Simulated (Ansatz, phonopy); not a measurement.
# K (Im-3m): a volume series of phonon spectra, part 3 of 3

Wanted: mode Grüneisen parameters of K and a free-energy fit over volumes.

Measurements to reproduce:
- heat capacity C_P per formula unit 29.4 J/mol/K near room temperature (given in “High-Throughput Prediction of Finite-Temperature Properties using the Quasi-Harmonic Approximation”, 2016, arXiv:1603.06924)

Ansatz 0.2.0; DFT PBEsol, scalar-relativistic, plane waves, PAW.

So far. Step 9 (Phonons, V/V0 0.985): No mode is imaginary beyond numerical noise at the solved wavevectors. Step 10 (A cell at another volume, V/V0 1.03): The run ends at a pressure of -0.10 GPa.

The database entry behind the starting cell lists a temperature near 5 K, so it need not match the best structure at ambient conditions.

### 11. Lattice dynamics at this volume, V/V0 1.03

The same q-mesh and k-mesh are kept at every volume, so that much of their error can cancel in the differences.

File input.yaml:

```yaml
crystal:
  lattice:
    - [-2.6332520857, 2.6332520857, 2.6332520857]
    - [2.6332520857, -2.6332520857, 2.6332520857]
    - [2.6332520857, 2.6332520857, -2.6332520857]
  atoms:
    - { symbol: K, position: [0.0, 0.0, 0.0] }
kpoints:
  mp_grid: { grid: [12, 12, 12] }
hamiltonian:
  xc: pbesol
scf:
  occupations: { method: methfessel_paxton, width: 0.2 }
output:
  eigenvalues: true
phonons:
  method: dfpt
  qmesh: [4, 4, 4]
  temperatures: { t_max: 1000, t_step: 50 }
  qpath:
    path:
      - [[0.0, 0.0, 0.0], [0.5, -0.5, 0.5], [0.0, 0.0, 0.5], [0.0, 0.0, 0.0], [0.25, 0.25, 0.25], [0.5, -0.5, 0.5]]
      - [[0.25, 0.25, 0.25], [0.0, 0.0, 0.5]]
    npoints: 10
```

Run with:

```console
> ansatz run input.yaml --threads 4 --pin off --max-ram 8192MiB --backend cpu --events-out ev --progress --plain --runs-dir out
```

Numbers of over 12 decimals in the logs are rounded to 6 here.

Log:

```text
[...]
Crystal: 1 atoms, lattice volume = 73.036 Å³
Basis set: ecut = 420 eV, 1433 PW (Γ), exchange–correlation on 64×64×64 points (8 copies of the dense FFT grid, shifted against one another)
Bands: 9, of which v1, the nominal top of the filled ones, is band 5 counted from 1 (4 counted from 0)
Symmetry: 48 space group operations
k-points: 72 of 1728
[...]
E sigma→0 (E₀):  -1516.026441 eV
Entropy (-TS):   -0.001238 eV (-1.238 meV/atom)
Fermi energy:    1.730701 eV
[...]
--- Band table (eV; the first three rows and the last of 72) ---
[...]
ASR residual: 2.045e-6 → 0.000e0 eV/Å²; symmetrization residual: 5.366e-14 eV/Å²
  ASR residual per site (eV/Å²): 2.04e-6
  Γ frequencies (cm⁻¹): 0.00 0.00 0.00
--- Phonons (arbitrary-q DFPT): 8 irreducible q on the 4×4×4 mesh ---
[...]
interpolated dispersion: 62 rows × 3 modes
[...]
[key lines of the parts left out:]
SCF converged after 8 iterations
Free energy (F): -1516.026751 eV
```

The job ended after 83 s (4 threads of Arm Neoverse V1, shared host; peak memory 2.4 GiB; 5.4 min of CPU time).

No mode is imaginary beyond numerical noise at the solved wavevectors.

### 12. A cell at another volume, V/V0 0.97

Symmetry fixes every atom, so a single point at the scaled cell gives the energy and pressure of this member.

The cell differs from the one that the last finished run ended in (a 4.561 → 4.471 Å, b 4.561 → 4.471 Å, c 4.561 → 4.471 Å).

input.yaml, the sections that differ from step 11:

```yaml
crystal:
  lattice:
    - [-2.5810947059, 2.5810947059, 2.5810947059]
    - [2.5810947059, -2.5810947059, 2.5810947059]
    - [2.5810947059, 2.5810947059, -2.5810947059]
  atoms:
    - { symbol: K, position: [0.0, 0.0, 0.0] }
output:
  forces: true
  stress: true
  eigenvalues: true
  write_density: true
  write_potential: true
  elf: true
  volumetric_format: npy
# kpoints, hamiltonian, scf: as in step 11
# phonons: removed
```

Log:

```text
[...]
Crystal: 1 atoms, lattice volume = 68.782 Å³
Basis set: ecut = 420 eV, 1409 PW (Γ), exchange–correlation on 60×60×60 points (8 copies of the dense FFT grid, shifted against one another)
Bands: 9, of which v1, the nominal top of the filled ones, is band 5 counted from 1 (4 counted from 0)
Symmetry: 48 space group operations
[...]
k-points: 72 of 1728
[...]
Internal energy: -1516.025414 eV  (E = F + TS)
E sigma→0 (E₀):  -1516.026364 eV
Entropy (-TS):   -0.001267 eV (-1.267 meV/atom)
Fermi energy:    1.979605 eV
[...]
--- Stress (GPa, compression-positive) ---
        0.120107       0.000000       0.000000
        0.000000       0.120107       0.000000
        0.000000       0.000000       0.120107
  P = ⅓ Tr σ = 0.1201 GPa (1.201 kbar)
--- Band table (eV; the first three rows and the last of 72) ---
[...]
[key lines of the parts left out:]
SCF converged after 5 iterations
Free energy (F): -1516.026681 eV
```

Wall time 0.96 s (4 threads); peak memory 0.36 GiB; 3.1 s of CPU time.

The run ends at a pressure of 0.12 GPa.

### 13. Phonons, V/V0 0.97

The same q-mesh and k-mesh are kept at every volume, so that much of their error can cancel in the differences.

input.yaml, the sections that differ from step 12:

```yaml
output:
  eigenvalues: true
phonons:
  method: dfpt
  qmesh: [4, 4, 4]
  temperatures: { t_max: 1000, t_step: 50 }
  qpath:
    path:
      - [[0.0, 0.0, 0.0], [0.5, -0.5, 0.5], [0.0, 0.0, 0.5], [0.0, 0.0, 0.0], [0.25, 0.25, 0.25], [0.5, -0.5, 0.5]]
      - [[0.25, 0.25, 0.25], [0.0, 0.0, 0.5]]
    npoints: 10
# crystal, kpoints, hamiltonian, scf: as in step 12
```

Log:

```text
[...]
Crystal: 1 atoms, lattice volume = 68.782 Å³
Basis set: ecut = 420 eV, 1409 PW (Γ), exchange–correlation on 60×60×60 points (8 copies of the dense FFT grid, shifted against one another)
Bands: 9, of which v1, the nominal top of the filled ones, is band 5 counted from 1 (4 counted from 0)
Symmetry: 48 space group operations
k-points: 72 of 1728
[...]
E sigma→0 (E₀):  -1516.026364 eV
Entropy (-TS):   -0.001267 eV (-1.267 meV/atom)
Fermi energy:    1.979570 eV
[...]
--- Band table (eV; the first three rows and the last of 72) ---
[...]
ASR residual: 1.175e-5 → 0.000e0 eV/Å²; symmetrization residual: 9.474e-14 eV/Å²
  ASR residual per site (eV/Å²): 1.17e-5
  Γ frequencies (cm⁻¹): 0.00 0.00 0.00
--- Phonons (arbitrary-q DFPT): 8 irreducible q on the 4×4×4 mesh ---
[...]
interpolated dispersion: 62 rows × 3 modes
[...]
[key lines of the parts left out:]
SCF converged after 8 iterations
Free energy (F): -1516.026681 eV
```

The job ended after 78 s (4 threads; peak memory 2.3 GiB; 5.1 min of CPU time).

No mode is imaginary beyond numerical noise at the solved wavevectors.

### 14. Single point at a scaled cell, V/V0 1.05

Symmetry fixes every atom, so a single point at the scaled cell gives the energy and pressure of this member.

The cell differs from the one that the last finished run ended in (a 4.471 → 4.590 Å, b 4.471 → 4.590 Å, c 4.471 → 4.590 Å).

input.yaml, the sections that differ from step 13:

```yaml
crystal:
  lattice:
    - [-2.6501866481, 2.6501866481, 2.6501866481]
    - [2.6501866481, -2.6501866481, 2.6501866481]
    - [2.6501866481, 2.6501866481, -2.6501866481]
  atoms:
    - { symbol: K, position: [0.0, 0.0, 0.0] }
output:
  forces: true
  stress: true
  eigenvalues: true
# kpoints, hamiltonian, scf: as in step 13
# phonons: removed
```

Log:

```text
[...]
Crystal: 1 atoms, lattice volume = 74.454 Å³
Basis set: ecut = 420 eV, 1481 PW (Γ), exchange–correlation on 64×64×64 points (8 copies of the dense FFT grid, shifted against one another)
Bands: 9, of which v1, the nominal top of the filled ones, is band 5 counted from 1 (4 counted from 0)
Symmetry: 48 space group operations
[...]
k-points: 72 of 1728
[...]
Internal energy: -1516.024324 eV  (E = F + TS)
E sigma→0 (E₀):  -1516.025244 eV
Entropy (-TS):   -0.001227 eV (-1.227 meV/atom)
Fermi energy:    1.654497 eV
[...]
--- Stress (GPa, compression-positive) ---
       -0.165934       0.000000      -0.000000
        0.000000      -0.165934      -0.000000
       -0.000000       0.000000      -0.165934
  P = ⅓ Tr σ = -0.1659 GPa (-1.659 kbar)
--- Band table (eV; the first three rows and the last of 72) ---
[...]
[key lines of the parts left out:]
SCF converged after 5 iterations
Free energy (F): -1516.025551 eV
```

Wall time 0.81 s (4 threads); peak memory 0.36 GiB.

The run ends at a pressure of -0.17 GPa.

### 15. Phonons, V/V0 1.05

The same q-mesh and k-mesh are kept at every volume, so that much of their error can cancel in the differences.

input.yaml, the sections that differ from step 14:

```yaml
output:
  eigenvalues: true
phonons:
  method: dfpt
  qmesh: [4, 4, 4]
  temperatures: { t_max: 1000, t_step: 50 }
  qpath:
    path:
      - [[0.0, 0.0, 0.0], [0.5, -0.5, 0.5], [0.0, 0.0, 0.5], [0.0, 0.0, 0.0], [0.25, 0.25, 0.25], [0.5, -0.5, 0.5]]
      - [[0.25, 0.25, 0.25], [0.0, 0.0, 0.5]]
    npoints: 10
# crystal, kpoints, hamiltonian, scf: as in step 14
```

Log:

```text
[...]
Crystal: 1 atoms, lattice volume = 74.454 Å³
Basis set: ecut = 420 eV, 1481 PW (Γ), exchange–correlation on 64×64×64 points (8 copies of the dense FFT grid, shifted against one another)
Bands: 9, of which v1, the nominal top of the filled ones, is band 5 counted from 1 (4 counted from 0)
Symmetry: 48 space group operations
k-points: 72 of 1728
[...]
E sigma→0 (E₀):  -1516.025244 eV
Entropy (-TS):   -0.001227 eV (-1.227 meV/atom)
Fermi energy:    1.654450 eV
[...]
--- Band table (eV; the first three rows and the last of 72) ---
[...]
ASR residual: 2.544e-5 → 0.000e0 eV/Å²; symmetrization residual: 1.531e-13 eV/Å²
  ASR residual per site (eV/Å²): 2.54e-5
  Γ frequencies (cm⁻¹): 0.00 0.00 0.00
--- Phonons (arbitrary-q DFPT): 8 irreducible q on the 4×4×4 mesh ---
[...]
interpolated dispersion: 62 rows × 3 modes
[...]
[key lines of the parts left out:]
SCF converged after 8 iterations
Free energy (F): -1516.025551 eV
```

It took 90 s on 4 threads; peak memory 2.5 GiB; 5.8 min of CPU time.

No LO-TO term. Phonon branches along the path, in cm⁻¹:

```
    point  branch 1  branch 2  branch 3
        Γ         0         0         0
  halfway        50        50        51
        H        71        71        71
  halfway        49        61        72
        N        15        49        73
  halfway        11        35        51
        Γ         0         0         0
  halfway        30        30        60
        P        56        56        56
  halfway        38        67        67
        H        71        71        71
jump to P        56        56        56
  halfway        33        52        69
        N        15        49        73
```

The phonon branches as a text plot (rows in cm⁻¹):

```
     71 |          ************                         ***   ***
     68 |         ** ***       *             *       *** *   *
     65 |               *       *           * *    **   *   *
     62 |        *     * *                     *  *
     59 |                                  *     *         *
     56 |       *       * *                     *      *   *
     53 |                                                  ***
     50 |     **         * ***   *        *    *              ***
     47 |                     **              *  *    *
     44 |    *                  *                           *
     41 |    *            *       *      *   *
     38 |                                         *  *       *
     35 |   *                    *          *
     32 |   *                      *               **
     29 |                         *     *  *                  *
     26 |                  *
     23 |  *                       **     *
     20 |  *                                                   *
     17 |                   ***          *                      *
     14 | *                    **   *  *
     11 | *                      **  *  *
      8 |                          * *
      5 |                           *  *
      2 |*                           **
         Γ           H       N        Γ         P        H|P    N
```

No mode is imaginary beyond numerical noise at the solved wavevectors.

### 16. How the modes move with volume

This step: DFT PBEsol, scalar-relativistic, plane waves, PAW (phonopy 4.10.0).

Numbers from this step:

```
share of modes with a negative Grüneisen parameter : 0
```

Mean Grüneisen, by row:

```
T (K)  heat-capacity-weighted mean  root mean square
   50                         1.22             1.239
  100                        1.228             1.247
  200                         1.23             1.249
  300                        1.231              1.25
  500                        1.231              1.25
  800                        1.231              1.25
```

The mean mode Grueneisen parameter by wavenumber:

```
wavenumber (cm⁻¹)  mean mode Grueneisen parameter
              1.3                               -
              3.9                            1.33
              9.2                               -
             11.8                             1.1
             17.0                            1.23
             19.6                            1.36
             22.2                            1.24
             27.5                            1.09
             30.1                            1.18
             32.7                            1.14
             37.9                            1.14
             40.5                            1.12
             45.8                            1.19
             48.4                            1.05
             51.0                             1.1
             56.2                            1.14
             58.9                            1.27
             61.5                            1.18
             66.7                            1.29
             69.3                            1.34
             74.6                             1.4
             77.2                            1.52
```

Volume series, by row:

```
 V/V0  V (Å³/atom)  pressure (GPa)  E - E0 (meV/atom)  gap (eV)  zero-point energy (meV/atom)  lowest on the path (cm⁻¹)  highest at Gamma without the LO-TO term (cm⁻¹)
 0.97        68.78            0.12              0.782         0                         9.945                          0                                               -
0.985        69.85           0.058              0.192         0                         9.759                          0                                               -
    1        70.91               0                  0         0                         9.577                          0                                               -
1.015        71.97          -0.054               0.18         0                         9.398                          0                                               -
 1.03        73.04          -0.104              0.704         0                         9.222                          0                                               -
 1.05        74.45          -0.166              1.902         0                         8.992                          0                                               -
```

Grüneisen at points, by row:

```
point  branch  frequency (cm⁻¹)  mode Grüneisen parameter
    H       1              74.8                       1.1
    N       1              16.8                      1.68
    N       2              50.9                      0.77
    N       3              78.8                      1.58
    P       1              59.8                      1.48
```

### 17. Quasi-harmonic fit by phonopy

The energy (each curve on its own zero) by volume; values in meV/atom:

```
volume (Å³/atom)  static  F at 0 K  F at 300 K  F at 400 K
           68.78    0.78      1.24        4.46        5.68
           69.85    0.19      0.47        2.43        3.18
           70.91       0      0.09        0.81        1.07
           71.97    0.18       0.1       -0.46       -0.67
           73.04     0.7      0.44       -1.38       -2.06
           74.45     1.9      1.41       -2.11       -3.44
```

Phonopy-qha, vinet fit of F(V) at each temperature; no electronic free energy. Qha vinet, by row:

```
T (K)  fitted volume (Å³/atom)  alpha_V (1e-6/K)  B_T (GPa)  C_P (J/mol-atom/K)  Grueneisen
   75                    72.08             186.4        3.5               23.55       1.238
  100                    72.43             199.3       3.43               24.55       1.255
  125                     72.8             208.2       3.36               25.12       1.266
  150                    73.19             215.6       3.28               25.53       1.276
  175                    73.59             222.6        3.2               25.87       1.286
```

Table of volume expansion coefficient, phonopy-qha, Vinet by temperature:

```
temperature (K)  volume expansion coefficient, phonopy-qha, Vinet (1e-6/K)
           75.0                                                        186
          100.0                                                        199
          125.0                                                        208
          150.0                                                        216
          175.0                                                        223
```

### 18. Summary of results

| Property | Result |
| --- | --- |
| mean mode Grüneisen parameter at 300 K | 1.23 |

The table stops at 175 K because beyond it the fitted volume comes within 1 % of the largest computed cell, where the fit loses its support. The fit leaves out the electrons' free energy, which adds to C_P and to the expansion of a metal at high temperature. The heat-capacity-weighted Grüneisen parameter goes from 1.22 at 50 K to 1.23 at 800 K. Weighting γ by the density of states and each mode's heat capacity at 300 K, modes below 30 cm⁻¹ give about 16 % of the sum of γC that drives the expansion, those up to 50 cm⁻¹ 25 % and the rest 59 %. Among the labelled points γ is largest for branch 1 at N (16.8 cm⁻¹, 1.7) and smallest for branch 2 at N (50.9 cm⁻¹, 0.77). The PAW files were made for PBE and are used here under another functional, for which the program regenerates the frozen cores.

[Logs are printed without paths, hosts, clocks, repeated set-up lines and the standing remarks that a program may print on its own settings, such as how far it seeks lower states.]

[Hosts, paths, dates, database ids (printed as entryN), source tags and the programs' standing remarks are cut or masked in the printed files.]

[A step with changed settings may run another functional than the one named; its input shows which.]


